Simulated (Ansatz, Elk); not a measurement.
# Bonding as seen by X-rays: ZnCr2P2

The structure of ZnCr2P2 used here is made up (a known structure type with other elements) and was relaxed beforehand with PBEsol. The aim is the Fourier transform of its all-electron density, F(hkl), set beside the sum over free spherical atoms that refinements use.

Main program and level: Elk 11.2.3 (patched build); DFT, PBE, all-electron APW+lo, Dirac cores, scalar-relativistic bands, static density, ferromagnetic start.

The structure was built from a prototype and need not be the compound's stable phase.

### Step 1. The structure

The structure is tetragonal, space group I4/mmm (No. 139). Conventional cell: a = 3.898 Å, b = 3.898 Å, c = 8.822 Å, α = 90.00°, β = 90.00°, γ = 90.00°. Zn has 8 Cr at 2.94 Å and 8 P at 2.96 Å nearest. Nearest to Cr lie 4 P at 2.25 Å and 4 Cr at 2.76 Å and 4 Zn at 2.94 Å. P has 1 P at 2.17 Å and 4 Cr at 2.25 Å and 4 Zn at 2.96 Å nearest. Farther neighbours are not listed.

### Step 2. Ground state and structure factors

An all-electron density is needed, since X-rays see the cores too. Task 0 finds the density and task 195 Fourier-transforms it; tshift is off so that phases refer to the origin typed.

The input, elk.in:

```
tasks
  0
  195
  196

xctype
  20

spinpol
  .true.

rgkmax
  7.0

gmaxvr
  14.0

lmaxo
  7

lmaxapw
  8

swidth
  0.002

tshift
  .false.

ramdisk
  .false.

hmaxvr
  5.5

maxscl
  120

epspot
  1e-06

reducebf
  0.8

sppath
  './'

avec
  -3.68264421781 3.68264421781 8.33543671655
  3.68264421781 -3.68264421781 8.33543671655
  3.68264421781 3.68264421781 -8.33543671655

atoms
  3
  'Zn.in'
  1
  -0.0000000000 -0.0000000000 -0.0000000000   0.000000 0.000000 0.000000
  'Cr.in'
  2
  0.2500000000 0.7500000000 0.5000000000   0.000000 0.000000 -0.025000
  0.7500000000 0.2500000000 0.5000000000   0.000000 0.000000 -0.025000
  'P.in'
  2
  0.3771488923 0.3771488923 0.0000000000   0.000000 0.000000 0.000000
  0.6228511077 0.6228511077 -0.0000000000   0.000000 0.000000 0.000000

ngridk
  7 7 7
```

Started as:

```console
$ OMP_NUM_THREADS=4 elk
```

Numbers of over 12 decimals in the logs are rounded to 6 here.

Log:

```text
┌─────────────────────────┐
│ Elk code version 11.2.3 │
└─────────────────────────┘

All units are atomic (Hartree, Bohr, etc.)

┌─────────────────────────────────────────────────┐
│ Ground-state run starting from atomic densities │
└─────────────────────────────────────────────────┘

Lattice vectors :
  -3.682644218       3.682644218       8.335436717
   3.682644218      -3.682644218       8.335436717
   3.682644218       3.682644218      -8.335436717

Reciprocal lattice vectors :
 -0.1514832615E-16  0.8530806854      0.3768959876
  0.8530806854     -0.1514832615E-16  0.3768959876
  0.8530806854      0.8530806854     -0.1206694337E-16

Unit cell volume      :    452.1763844
Brillouin zone volume :   0.5485695892

Muffin-tin inner radius fraction :   0.1000000000E-01

Nuclei treated as point charges

Species : 1 (Zn)
 parameters loaded from : Zn.in
 name : zinc
 nuclear charge    :   -30.00000000
 electronic charge :    30.00000000
 atomic mass :    119233.3130
 muffin-tin radius :    2.400000000
 number of radial points in muffin-tin :    993
 inner part over the whole radius :   0.9843840322E-02
 number on inner part of muffin-tin    :    701
 approximate nuclear radius :   0.7484757725E-04
 number of mesh points to nuclear radius :    337
 atomic positions (lattice), magnetic fields (Cartesian) :
  1 :   0.00000000  0.00000000  0.00000000    0.00000000  0.00000000  0.00000000

Species : 2 (Cr)
 parameters loaded from : Cr.in
 name : chromium
 nuclear charge    :   -24.00000000
 electronic charge :    24.00000000
 atomic mass :    94783.09202
 muffin-tin radius :    2.190839328
 number of radial points in muffin-tin :    993
 inner part over the whole radius :   0.9970853892E-02
 number on inner part of muffin-tin    :    698
 approximate nuclear radius :   0.6987106690E-04
 number of mesh points to nuclear radius :    330
 atomic positions (lattice), magnetic fields (Cartesian) :
  1 :   0.25000000 -0.25000000  0.50000000    0.00000000  0.00000000 -0.02500000
  2 :  -0.25000000  0.25000000  0.50000000    0.00000000  0.00000000 -0.02500000

Species : 3 (P)
 parameters loaded from : P.in
 name : phosphorus
 nuclear charge    :   -15.00000000
 electronic charge :    15.00000000
 atomic mass :    56461.71230
 muffin-tin radius :    2.008269384
 number of radial points in muffin-tin :    793
 inner part over the whole radius :   0.9880048333E-02
 number on inner part of muffin-tin    :    552
 approximate nuclear radius :   0.6081821256E-04
 number of mesh points to nuclear radius :    250
 atomic positions (lattice), magnetic fields (Cartesian) :
  1 :   0.37714889  0.37714889  0.00000000    0.00000000  0.00000000  0.00000000
  2 :  -0.37714889 -0.37714889  0.00000000    0.00000000  0.00000000  0.00000000

Total number of atoms per unit cell :    5
Total muffin-tin volume :    213.8560332
 ratio of muffin-tin to unit cell volume :   0.4729482577

Spin treatment :
 spin-polarised
 global magnetic field (Cartesian) :    0.000000000       0.000000000       0.000000000
 collinear magnetisation in z-direction

Number of Bravais lattice symmetries :   16
Number of crystal symmetries         :   16
Crystal has inversion symmetry
Real symmetric eigensolver will be used

k-point grid :      7     7     7
k-point offset :    0.000000000       0.000000000       0.000000000
k-point set is reduced with full crystal symmetry group
Total number of k-points :       40

Muffin-tin radius times maximum |G+k| :    7.000000000
 using average radius
Maximum |G+k| for APW functions       :    3.241275725
Maximum (1/2)|G+k|²                   :    5.252934161
Maximum |G| for potential and density :    14.00000000
Constant for pseudocharge density :    8
 order of it for each species :   15  15  15
 order of it for pair densities of each species (exact exchange by exxq0 0: 16) :   12  10   8
Radial integration step length :    1

G-vector grid sizes :     45    45    45
Number of G-vectors :    20953

Maximum angular momentum used for
[...]
Absolute change in total energy (target)   :    3.642433386     (  0.1000000000E-03)

[... loops 3 to 24 left out ...]

┌──────────────────┐
│ Loop number : 25 │
└──────────────────┘

Energies :
 Fermi                       :     0.350211
 sum of occupied eigenvalues :     -2621.3631788633
 electron kinetic            :      4641.8806905740
 core electron kinetic       :      4210.1151903142
 Coulomb                     :     -9008.0710520063
 Coulomb potential           :     -6983.1893755361
 nuclear-nuclear             :     -768.47114559656
 electron-nuclear            :     -9518.9750049287
 Hartree                     :      1279.3750985190
 Madelung                    :     -5516.4763642383
 xc potential                :     -280.03871908469
 xc effective B-field        :    -0.15781834015834E-01
 external B-field            :      0.000000
 exchange                    :     -211.05041071662
 correlation                 :     -4.873317
 electron entropic           :    -0.14760430186818E-02
 total energy                :     -4582.1155649164
 (external B-field energy excluded from total)

Density of states at Fermi energy :    112.5626748
 (states/Hartree/unit cell)

Estimated indirect band gap :   0.5364079154E-03
 from k-point 24 to k-point 9
Estimated direct band gap   :   0.3074665751E-02
 at k-point 3

Charges :
 core                        :    52.00000000
 valence                     :    56.00000000
 interstitial                :    8.183589126
 muffin-tins (core leakage)
  species : 1 (Zn)
[...]
species : 2 (Cr)
[...]
species : 3 (P)
[...]
total in muffin-tins        :    99.81641087
 total calculated charge     :    107.9977176
 total charge                :    108.0000000
 error                       :   0.2282412928E-02

Moments :
 interstitial                :   0.6060988496E-01
 muffin-tins
  species : 1 (Zn)
[...]
species : 2 (Cr)
[...]
species : 3 (P)
[...]
total in muffin-tins        :    1.133049141
 total moment                :    1.193659026

RMS change in Kohn-Sham potential (target) :   0.6592272587E-06 (  0.1000000000E-05)
Absolute change in total energy (target)   :   0.7897505020E-04 (  0.1000000000E-03)

Convergence targets achieved

┌──────────────────┐
│ Loop number : 26 │
└──────────────────┘

Energies :
 Fermi                       :     0.350212
 sum of occupied eigenvalues :     -2621.3632473456
 electron kinetic            :      4641.8806160223
 core electron kinetic       :      4210.1151714543
 Coulomb                     :     -9008.0710146952
 Coulomb potential           :     -6983.1894375541
 nuclear-nuclear             :     -768.47114559656
 electron-nuclear            :     -9518.9748663255
 Hartree                     :      1279.3749972269
 Madelung                    :     -5516.4762959181
 xc potential                :     -280.03866500375
 xc effective B-field        :    -0.15764664622058E-01
 external B-field            :      0.000000
 exchange                    :     -211.05039625883
 correlation                 :     -4.873318
 electron entropic           :    -0.14760505011743E-02
 total energy                :     -4582.1155887029
 (external B-field energy excluded from total)

Density of states at Fermi energy :    112.5574883
 (states/Hartree/unit cell)

Estimated indirect band gap :   0.5362612684E-03
 from k-point 24 to k-point 9
Estimated direct band gap   :   0.3064226692E-02
 at k-point 3

Charges :
 core                        :    52.00000000
 valence                     :    56.00000000
 interstitial                :    8.183597846
 muffin-tins (core leakage)
  species : 1 (Zn)
[...]
species : 2 (Cr)
[...]
atom 2                    :    22.51600453     ( -0.2180410075E-06)
  species : 3 (P)
   atom 1                    :    12.99456048     (  0.9805962502E-03)
   atom 2                    :    12.99456048     (  0.9805962502E-03)
 total in muffin-tins        :    99.81640215
 total calculated charge     :    107.9977176
 total charge                :    108.0000000
 error                       :   0.2282409900E-02

Moments :
 interstitial                :   0.6059507712E-01
 muffin-tins
  species : 1 (Zn)
[...]
species : 2 (Cr)
[...]
atom 2                    :   0.6086092404
  species : 3 (P)
   atom 1                    :  -0.3192215914E-01
   atom 2                    :  -0.3192215914E-01
 total in muffin-tins        :    1.132429281
 total moment                :    1.193024358

┌──────────────────────────────┐
│ Self-consistent loop stopped │
└──────────────────────────────┘

Warning : core states of species 3 leak from the muffin-tin :   0.9805962502E-03

Wrote STATE.OUT
```

Wall time 5.6 min (4 threads of Intel Xeon 6975P-C (Granite Rapids), shared host); peak memory 0.39 GiB; 21 min of CPU time.

SFACRHO.OUT:

```text

h k l indices transformed by vhmat matrix:
   1.000000000       0.000000000       0.000000000    
   0.000000000       1.000000000       0.000000000    
   0.000000000       0.000000000       1.000000000    

      h      k      l  multipl.   |H|            Re(F)            Im(F)           |F|

      0      0      0      1   0.0000000       108.00000      0.16168727E-15   108.00000    
      1      1     -1      2  0.75379198      -14.693272     -0.47064059E-14   14.693272    
     -1      0      0      8  0.93262921       9.1089027     -0.39220049E-14   9.1089027    
      1     -1      0      4   1.2064383       9.2837665     -0.34102048E-14   9.2837665    
      1      2     -1      8   1.4164046       37.435092     -0.62752079E-14   37.435092    
     -2      0      1      8   1.4225666       59.041377     -0.15688020E-14   59.041377    
      2      2     -2      2   1.5075840       37.554298      0.24708631E-13   37.554298    
      1     -1      1      4   1.7061614       72.545571     -0.62925446E-14   72.545571    
      0     -2      0      8   1.8652584      -8.7829206      -0.0000000       8.7829206    
     -3     -1      2      8   1.9308813      -26.462753     -0.82362104E-14   26.462753    
      2     -1     -1     16   1.9444238       8.4366226      0.39220049E-14   8.4366226    
     -2     -3      3      8   2.0685771       32.673440      0.11766015E-13   32.673440    
     -1     -2      0     16   2.2174735       30.337761      0.54908069E-14   30.337761    
      3      3     -3      2   2.2613759      -9.2480930     -0.94128119E-14   9.2480930    
     -3     -1      3      8   2.2767951       30.384615     -0.24561556E-13   30.384615    
      2     -2      0      4   2.4128766       60.613876     -0.55925973E-14   60.613876    
      1      1     -3      8   2.5278797      -6.9267429     -0.94128119E-14   6.9267429    
     -4     -2      3      8   2.5630674       41.848212     -0.10981614E-13   41.848212
```

Elk indexes on the primitive cell of elk.in and gives |H| = 4π sin θ/λ in inverse bohr. Below, one row stands for each form hkl of the conventional cell (m members, Friedel mates merged), F is for one primitive cell and the density is static (no thermal factor). Free-atom factors are Waasmaier and Kirfel's, and R is Σm||F|−|F'||/Σm|F|.

| hkl | m | sin θ/λ (Å⁻¹) | abs F, DFT | neutral atoms | diff. |
| --- | --- | --- | --- | --- | --- |
| 002 | 2 | 0.113 | 14.693 | 14.489 | +0.204 |
| 101 | 8 | 0.140 | 9.109 | 9.403 | -0.294 |
| 110 | 4 | 0.181 | 9.284 | 8.681 | +0.603 |
| 103 | 8 | 0.213 | 37.435 | 37.422 | +0.013 |
| 112 | 8 | 0.214 | 59.041 | 59.884 | -0.842 |
| 004 | 2 | 0.227 | 37.554 | 38.514 | -0.960 |
| 200 | 4 | 0.257 | 72.546 | 73.393 | -0.848 |
| 202 | 8 | 0.281 | 8.783 | 9.250 | -0.467 |
| 114 | 8 | 0.290 | 26.463 | 26.877 | -0.414 |
| 211 | 16 | 0.292 | 8.437 | 8.528 | -0.091 |
| 105 | 8 | 0.311 | 32.673 | 33.092 | -0.418 |
| 213 | 16 | 0.334 | 30.338 | 30.703 | -0.366 |
| 006 | 2 | 0.340 | 9.248 | 9.528 | -0.280 |
| 204 | 8 | 0.342 | 30.385 | 30.529 | -0.145 |
| 220 | 4 | 0.363 | 60.614 | 60.728 | -0.114 |
| 222 | 8 | 0.380 | 6.927 | 6.977 | -0.050 |
| 116 | 8 | 0.385 | 41.848 | 41.798 | +0.050 |
| 301 | 8 | 0.389 | 6.713 | 6.796 | -0.083 |

### Step 3. The magnetisation density

The same run holds the spin density, and task 196 transforms it. The order is that of the start, and no other was tried.

SFACMAG_1.OUT:

```text

h k l indices transformed by vhmat matrix:
   1.000000000       0.000000000       0.000000000    
   0.000000000       1.000000000       0.000000000    
   0.000000000       0.000000000       1.000000000    

      h      k      l  multipl.   |H|            Re(F)            Im(F)           |F|

      0      0      0      1   0.0000000       1.1930244      0.39770529E-17   1.1930244    
      1      1     -1      2  0.75379198      -1.1315383     -0.99582157E-16   1.1315383    
     -1      0      0      8  0.93262921      0.35699622E-01  0.16852365E-16  0.35699622E-01
      1     -1      0      4   1.2064383     -0.92087236      0.19740945E-17  0.92087236    
      1      2     -1      8   1.4164046     -0.24303040E-01  0.65111410E-17  0.24303040E-01
     -2      0      1      8   1.4225666      0.73969589     -0.51706120E-16  0.73969589    
      2      2     -2      2   1.5075840      0.66935064      0.14152157E-15  0.66935064    
      1     -1      1      4   1.7061614      0.61112670     -0.59520610E-16  0.61112670    
      0     -2      0      8   1.8652584     -0.52346901     -0.19150415E-17  0.52346901    
     -3     -1      2      8   1.9308813     -0.45072301      0.12361593E-15  0.45072301    
      2     -1     -1     16   1.9444238      0.54627695E-02  0.15320332E-17  0.54627695E-02
     -2     -3      3      8   2.0685771      0.44326102E-02 -0.99582157E-17  0.44326102E-02
     -1     -2      0     16   2.2174735      0.64953503E-02 -0.53621161E-17  0.64953503E-02
      3      3     -3      2   2.2613759     -0.31252397     -0.13213786E-15  0.31252397    
     -3     -1      3      8   2.2767951      0.36232096     -0.13204211E-15  0.36232096    
      2     -2      0      4   2.4128766      0.26026949      0.94904499E-18  0.26026949
```

The total moment is 1.19 μB a cell; sphere moments: Zn1 -0.02, Cr2 +0.61, Cr3 +0.61, P4 -0.03, P5 -0.03 μB. Polarised neutrons measure spin and orbital magnetisation together; without spin-orbit coupling the run gives the spin part:

```
hkl  sin θ/λ (Å⁻¹)  abs F_M (μB)
002          0.113         1.131
101          0.140         0.036
110          0.181         0.921
103          0.213         0.024
112          0.214         0.740
004          0.227         0.669
200          0.257         0.611
202          0.281         0.523
114          0.290         0.451
211          0.292         0.005
105          0.311         0.004
213          0.334         0.006
006          0.340         0.312
204          0.342         0.362
```

[end of part 1 of 2]

[Logs are printed without paths, hosts, clocks, repeated set-up lines and the standing remarks that a program may print on its own settings, such as how far it seeks lower states.]

[Hosts, paths, dates, database ids (printed as entryN), source tags and the programs' standing remarks are cut or masked in the printed files.]
